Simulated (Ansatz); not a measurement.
# Pb2C (model cell, started as antifluorite): relaxing the cell for a phonon run

Aim: bring Pb2C (model cell, started as antifluorite) to small forces and stress, as phonons need.

Method: DFT PBEsol, scalar-relativistic, plane waves, PAW; PAW set soft_1, in Ansatz 0.2.0.

Report form: the programs' logs are mostly left out.

The structure was built from a prototype and need not be the compound's stable phase.

## Step 1: Set-up

The structure is cubic, space group Fm-3m (No. 225). The conventional cell has a = 5.964 Å, b = 5.964 Å, c = 5.964 Å, α = 90.00°, β = 90.00°, γ = 90.00°. Nearest to C lie 8 Pb at 2.58 Å. Nearest to Pb lie 4 C at 2.58 Å. Farther neighbours are not listed.

## Step 2: A coarse first look

A quick single point on a coarse mesh tells whether the cell has a gap and how far it is from rest, which sets the k mesh and smearing that follow.

File input.yaml:

```yaml
crystal:
  lattice:
    - [0.0, 2.9819, 2.9819]
    - [2.9819, 0.0, 2.9819]
    - [2.9819, 2.9819, 0.0]
  atoms:
    - { symbol: C, position: [0.0, 0.0, 0.0] }
    - { symbol: Pb, position: [0.25, 0.25, 0.25] }
    - { symbol: Pb, position: [0.75, 0.75, 0.75] }
kpoints:
  mp_grid: { grid: [6, 6, 6] }
hamiltonian:
  xc: pbesol
  pseudopotentials: { kind: paw, azcp: { folder: soft_1 }, xc_functional: pbe }
scf:
  occupations: { method: gaussian, width: 0.1 }
output:
  forces: true
  stress: true
  eigenvalues: true
```

Launch:

```bash
> ansatz run input.yaml --threads 4 --pin off --max-ram 10240MiB --backend cpu --events-out ev --progress --plain --runs-dir out
```

It took 3.4 s on 4 threads of Arm Neoverse V2, shared host; peak memory 0.36 GiB; 1.7 s of CPU time.

Numbers from this step:

```yaml
pressure: 29.04 GPa
volume_per_atom: 17.68 Å³
gap_on_the_k_mesh: 0 eV
```

The coarse mesh shows no gap and a pressure of 29.0 GPa.

## Step 3: Rough relaxation

A rough relaxation comes first, because large forces or stress need no tight tolerances yet.

input.yaml, as its differences from that of step 2:

```diff
@@ -20 +20,6 @@
   eigenvalues: true
+relax:
+  adjacent_minimum: "off"
+  f_tol: 0.05
+  max_steps: 80
+  cell: { stress_tol: 0.5 }
```

The job ended after 1.9 s (4 threads; peak memory 0.4 GiB).

The steps of the relaxation:

| step | energy less that of the first step (eV) | largest force component (eV/Å) | pressure (GPa) | volume (Å³) |
| --- | --- | --- | --- | --- |
| 1 | 0.0000 | 0.0000 | 29.04 | 53.03 |
| 2 | -0.9037 | 0.0000 | 8.92 | 61.17 |
| 3 | -1.0559 | 0.0000 | 2.57 | 65.62 |
| 4 | -1.0731 | 0.0000 | -0.29 | 68.29 |
| 5* | -1.0907 | 0.0000 | 0.00 | 68.29 |

Relaxation steps marked * repeat the geometry before them on a plane-wave basis chosen anew for their cell, so energy and pressure can jump there.

Forces are held to the 48 operations that the run works with; a distortion that breaks them can't arise in this run.

| conventional cell, symmetrised | before | after | change |
| --- | --- | --- | --- |
| a (Å) | 5.964 | 6.489 | +8.8 % |
| b (Å) | 5.964 | 6.489 | +8.8 % |
| c (Å) | 5.964 | 6.489 | +8.8 % |
| volume (Å³/atom) | 17.68 | 22.76 | +28.8 % |

Final coordinates:

```cif
data_structure
_symmetry_space_group_name_H-M 'P 1'
_symmetry_Int_Tables_number 1
_cell_length_a 4.5881
_cell_length_b 4.5881
_cell_length_c 4.5881
_cell_angle_alpha 60.000
_cell_angle_beta 60.000
_cell_angle_gamma 60.000
_cell_volume 68.29
loop_
_atom_site_label
_atom_site_type_symbol
_atom_site_fract_x
_atom_site_fract_y
_atom_site_fract_z
_atom_site_occupancy
C1 C 0.00000 0.00000 0.00000 1
Pb2 Pb 0.25000 0.25000 0.25000 1
Pb3 Pb 0.75000 0.75000 0.75000 1
```

This step gave:

```yaml
pressure: 0.003367 GPa
volume_per_atom: 22.76 Å³
```

In this step the volume went from 17.68 to 22.76 Å³/atom.

## Step 4: Relaxation

The cell and atoms are relaxed, since residual forces and stress would shift the frequencies.

input.yaml, the sections that differ from step 3:

```yaml
crystal:
  lattice:
    - [0.0, 3.2442599861, 3.2442599861]
    - [3.2442599861, 0.0, 3.2442599861]
    - [3.2442599861, 3.2442599861, 0.0]
  atoms:
    - { symbol: C, position: [0.0, 0.0, 0.0] }
    - { symbol: Pb, position: [0.25, 0.25, 0.25] }
    - { symbol: Pb, position: [0.75, 0.75, 0.75] }
kpoints:
  mp_grid: { grid: [12, 12, 12] }
output:
  forces: true
  stress: true
  eigenvalues: true
  write_density: true
  write_potential: true
  elf: true
  volumetric_format: npy
relax:
  adjacent_minimum: "off"
  f_tol: 0.005
  max_steps: 80
  cell: { stress_tol: 0.05 }
# hamiltonian, scf: as in step 3
```

It took 3.3 s on 4 threads; peak memory 0.48 GiB.

Little changed from the start: no atom moved by 0.005 Å and no cell edge by 0.1 %.

Numbers from this step:

```
pressure : 0.02171 GPa
```

ELF in the ac plane of a cell with a along [110], b along [-110] and c along [001] of the cube at fractional y = 0.000, with atoms of C and Pb within 0.2 Å of it. It is the smooth field of the valence electrons, not physical close to the nuclei.

Values, 10 rows by 16 columns, each cell a mean:
```
0.65 0.67 0.28 0.29 0.31 0.26 0.55 0.69 0.65 0.67 0.28 0.29 0.31 0.26 0.55 0.69
0.55 0.33 0.32 0.32 0.27 0.35 0.30 0.50 0.55 0.33 0.32 0.32 0.27 0.35 0.30 0.50
0.15 0.23 0.39 0.13 0.06 0.37 0.28 0.16 0.15 0.23 0.39 0.13 0.06 0.37 0.28 0.16
0.08 0.19 0.37 0.38 0.36 0.40 0.25 0.09 0.08 0.19 0.37 0.38 0.36 0.40 0.25 0.09
0.05 0.09 0.19 0.26 0.26 0.22 0.11 0.05 0.05 0.09 0.19 0.26 0.26 0.22 0.11 0.05
0.05 0.11 0.23 0.31 0.32 0.27 0.15 0.06 0.05 0.11 0.23 0.31 0.32 0.27 0.15 0.06
0.09 0.21 0.40 0.33 0.27 0.41 0.27 0.10 0.09 0.21 0.40 0.33 0.27 0.41 0.27 0.10
0.20 0.23 0.38 0.13 0.06 0.36 0.27 0.19 0.20 0.23 0.38 0.13 0.06 0.36 0.27 0.19
0.67 0.42 0.31 0.36 0.35 0.33 0.33 0.62 0.67 0.42 0.31 0.36 0.35 0.33 0.33 0.62
0.50 0.71 0.30 0.25 0.26 0.24 0.60 0.64 0.50 0.71 0.30 0.25 0.26 0.24 0.60 0.64
```
Columns run along a (9.2 Å), rows up along c (6.5 Å), edges of the conventional cell, whose origin can differ from the input's. Atoms in or near the plane, at fractional coordinates: C at (0.00, 0.00), C at (0.50, 0.00), Pb at (0.25, 0.25), Pb at (0.75, 0.25), Pb at (0.25, 0.75), Pb at (0.75, 0.75).

Valence density in the ac plane of a cell with a along [110], b along [-110] and c along [001] of the cube at fractional y = 0.000, with atoms of C and Pb within 0.2 Å of it. It is the smooth field of the valence electrons, not physical close to the nuclei.

Ten even steps from '_' (0.0 e/Å³) to '@' (7.4 e/Å³), each cell a mean:
```
....__________________........__________________....
..__________..__________....__________..__________..
__________::----..__________________::----..________
________..++%%##--________________..++%%##--________
________::**@@%%==..______________::**@@%%==..______
________..==**++::________________..==**++::________
__________..::..____________________..::..__________
____________________________________________________
____________________________________________________
____________________________________________________
____________..________________________..____________
__________::----..__________________::----..________
________..++%%##--________________..++%%##--________
________::**@@%%==..______________::**@@%%==..______
________..==**++::________________..==**++::________
__________..::..____________________..::..__________
....____________________......____________________..
....__________________........__________________....
```
Columns run along a (9.2 Å), rows up along c (6.5 Å), edges of the conventional cell, whose origin can differ from the input's. Atoms in or near the plane, at fractional coordinates: C at (0.00, 0.00), C at (0.50, 0.00), Pb at (0.25, 0.25), Pb at (0.75, 0.25), Pb at (0.25, 0.75), Pb at (0.75, 0.75).

Electrostatic potential energy in the ac plane of a cell with a along [110], b along [-110] and c along [001] of the cube at fractional y = 0.000, with atoms of C and Pb within 0.2 Å of it. With pseudopotentials it is smooth inside the atoms' cores, unlike the true potential.

Ten even steps from '_' (-33 eV) to '@' (14 eV), each cell a mean:
```
__::%%@@@@@@%%%%@@@@@@++____::%%@@@@@@%%%%@@@@@@++__
==##@@@@%%**++++##@@@@%%++==##@@@@%%**++++##@@@@%%++
@@@@@@%%++..____--##@@@@@@@@@@@@%%++..____--##@@@@@@
@@@@@@##::__..____++%%@@@@@@@@@@##::__..____++%%@@@@
@@@@@@##..__....__==%%@@@@@@@@@@##..__....__==%%@@@@
@@@@@@%%--______..**%%@@@@@@@@@@%%--______..**%%@@@@
@@@@@@%%##--::::++%%@@@@@@@@@@@@%%##--::::++%%@@@@@@
@@@@@@@@%%%%####%%@@@@@@@@@@@@@@@@%%%%####%%@@@@@@@@
@@@@@@@@@@@@@@@@@@@@@@@@@@@@@@@@@@@@@@@@@@@@@@@@@@@@
@@@@@@@@@@%%%%%%@@@@@@@@@@@@@@@@@@@@%%%%%%@@@@@@@@@@
@@@@@@@@%%**++++##%%@@@@@@@@@@@@@@%%**++++##%%@@@@@@
@@@@@@%%++..____--##@@@@@@@@@@@@%%++..____--##@@@@@@
@@@@@@##::__..____++%%@@@@@@@@@@##::__..____++%%@@@@
@@@@@@##..__....__==%%@@@@@@@@@@##..__....__==%%@@@@
@@@@@@%%--______..**@@@@@@@@@@@@%%--______..**@@@@@@
%%%%@@@@##--::::++%%@@@@%%%%%%@@@@##--::::++%%@@@@%%
..++%%@@@@%%####%%@@@@##::..++%%@@@@%%####%%@@@@##::
__..##@@@@@@@@@@@@@@@@==____..##@@@@@@@@@@@@@@@@==__
```
Columns run along a (9.2 Å; values clipped at the 3rd and 97th percentile), rows up along c (6.5 Å), edges of the conventional cell, whose origin can differ from the input's. Atoms in or near the plane, at fractional coordinates: C at (0.00, 0.00), C at (0.50, 0.00), Pb at (0.25, 0.25), Pb at (0.75, 0.25), Pb at (0.25, 0.75), Pb at (0.75, 0.75).

In this step the volume went from 22.76 to 22.76 Å³/atom.

## Step 5: Relaxing to small forces for the phonons

Phonons need a cell at rest on their own settings, so the relaxation is repeated with tight tolerances on forces and stress on the k mesh and occupations of the first response run.

input.yaml, the sections that differ from step 4:

```yaml
scf:
  occupations: { method: methfessel_paxton, width: 0.2 }
output:
  forces: true
  stress: true
  eigenvalues: true
relax:
  adjacent_minimum: "off"
  f_tol: 0.001
  max_steps: 60
  cell: { stress_tol: 0.01 }
# crystal, kpoints, hamiltonian: as in step 4
```

The job ended after 5.7 s (4 threads; peak memory 0.48 GiB).

Little changed from the start: no atom moved by 0.005 Å and no cell edge by 0.1 %.

Numbers from this step:

| Property | Result |
| --- | --- |
| pressure | 9.98e-5 GPa |
| volume per atom | 22.77 Å³ |

The forces vanish by symmetry and the pressure is 0.000 GPa, within the tolerances set. The cell now holds 22.77 Å³/atom.

## Step 6: What came out

```json
{"space group after relaxation (within 0.01 Å)": "Fm-3m", "lattice constant a": "6.489 Å", "lattice constant b": "6.489 Å", "lattice constant c": "6.489 Å", "volume per atom": "22.8 Å³"}
```

The forces vanish by symmetry and the pressure is 0.000 GPa, within the tolerances set. The cell now holds 22.77 Å³/atom. The relaxation keeps the symmetry of its start, so it says nothing on stability against lower symmetry. Spin-orbit coupling is left out, which can matter for the heavy elements here. The PAW files were made for PBE and serve the other functionals too. The starting cell was built on a prototype and not taken from a measurement, so the phase need not exist.

[Logs are printed without paths, hosts, clocks, repeated set-up lines and the standing remarks that a program may print on its own settings, such as how far it seeks lower states.]

[Hosts, paths, dates, database ids (printed as entryN), source tags and the programs' standing remarks are cut or masked in the printed files.]
